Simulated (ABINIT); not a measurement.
Planning a run of ABINIT 10.8.3 on CdTe (F-43m). The input:

```
acell 3*1.0 Angstrom
rprim 
  0.000000000000 3.240000000000 3.240000000000
  3.240000000000 0.000000000000 3.240000000000
  3.240000000000 3.240000000000 0.000000000000
ntypat 2
znucl 48 52
natom 2
typat 1 2
xred 
  0.000000000000 0.000000000000 0.000000000000
  0.250000000000 0.250000000000 0.250000000000
pp_dirpath "pseudos"
pseudos "Cd.upf, Te.upf"
ecut 47
ngkpt 4 4 4
nshiftk 1
shiftk 0 0 0
kptopt 1
chksymbreak 0
iscf -2
irdden 1
istwfk *1
nband 158
nbdbuf 14
tolwfr 1e-09
nstep 60
prtvol 0
indata_prefix "in"
outdata_prefix "out"
tmpdata_prefix "tmp"
```

```sh
OMP_NUM_THREADS=1 mpirun -n 8 abinit run.abi > log
```

How long will it take on 8 MPI ranks of Arm Neoverse V2, shared host, and how much memory?

It took 44 s; on shared hardware allow 22 s to 87 s. Peak host memory was 0.8 GiB.

[Long decimals in the printed logs are rounded to 6 places.]

[Logs are printed without paths, hosts, clocks, repeated set-up lines and the standing remarks that a program may print on its own settings, such as how far it seeks lower states.]

[Paths, hosts, dates, memory and timing lines, banners, echoed tables and standing remarks are left out of the program output; an Ansatz launch command may be rebuilt from the run's recorded settings. Measured values are a selection of at most five: reports struck by readers or far from the other reports are left out. None is set beside runs whose start may be inverted or whose files or cutoffs have a known fault.]

[Runs of the session that timed out or met a known fault of the program may be left out.]

[Hosts, paths, dates, database ids (printed as entryN), source tags and the programs' standing remarks are cut or masked in the printed files.]

[G0W0 gaps are taken among the corrected bands and points alone; a level outside them can change the order at an edge.]

[Where Ansatz stands beside ABINIT at settings called matched, ABINIT's density can come from a denser mesh and the files from another edition; pairs whose starting gaps differed by over 0.03 eV were left out, so agreement reads better than it is.]
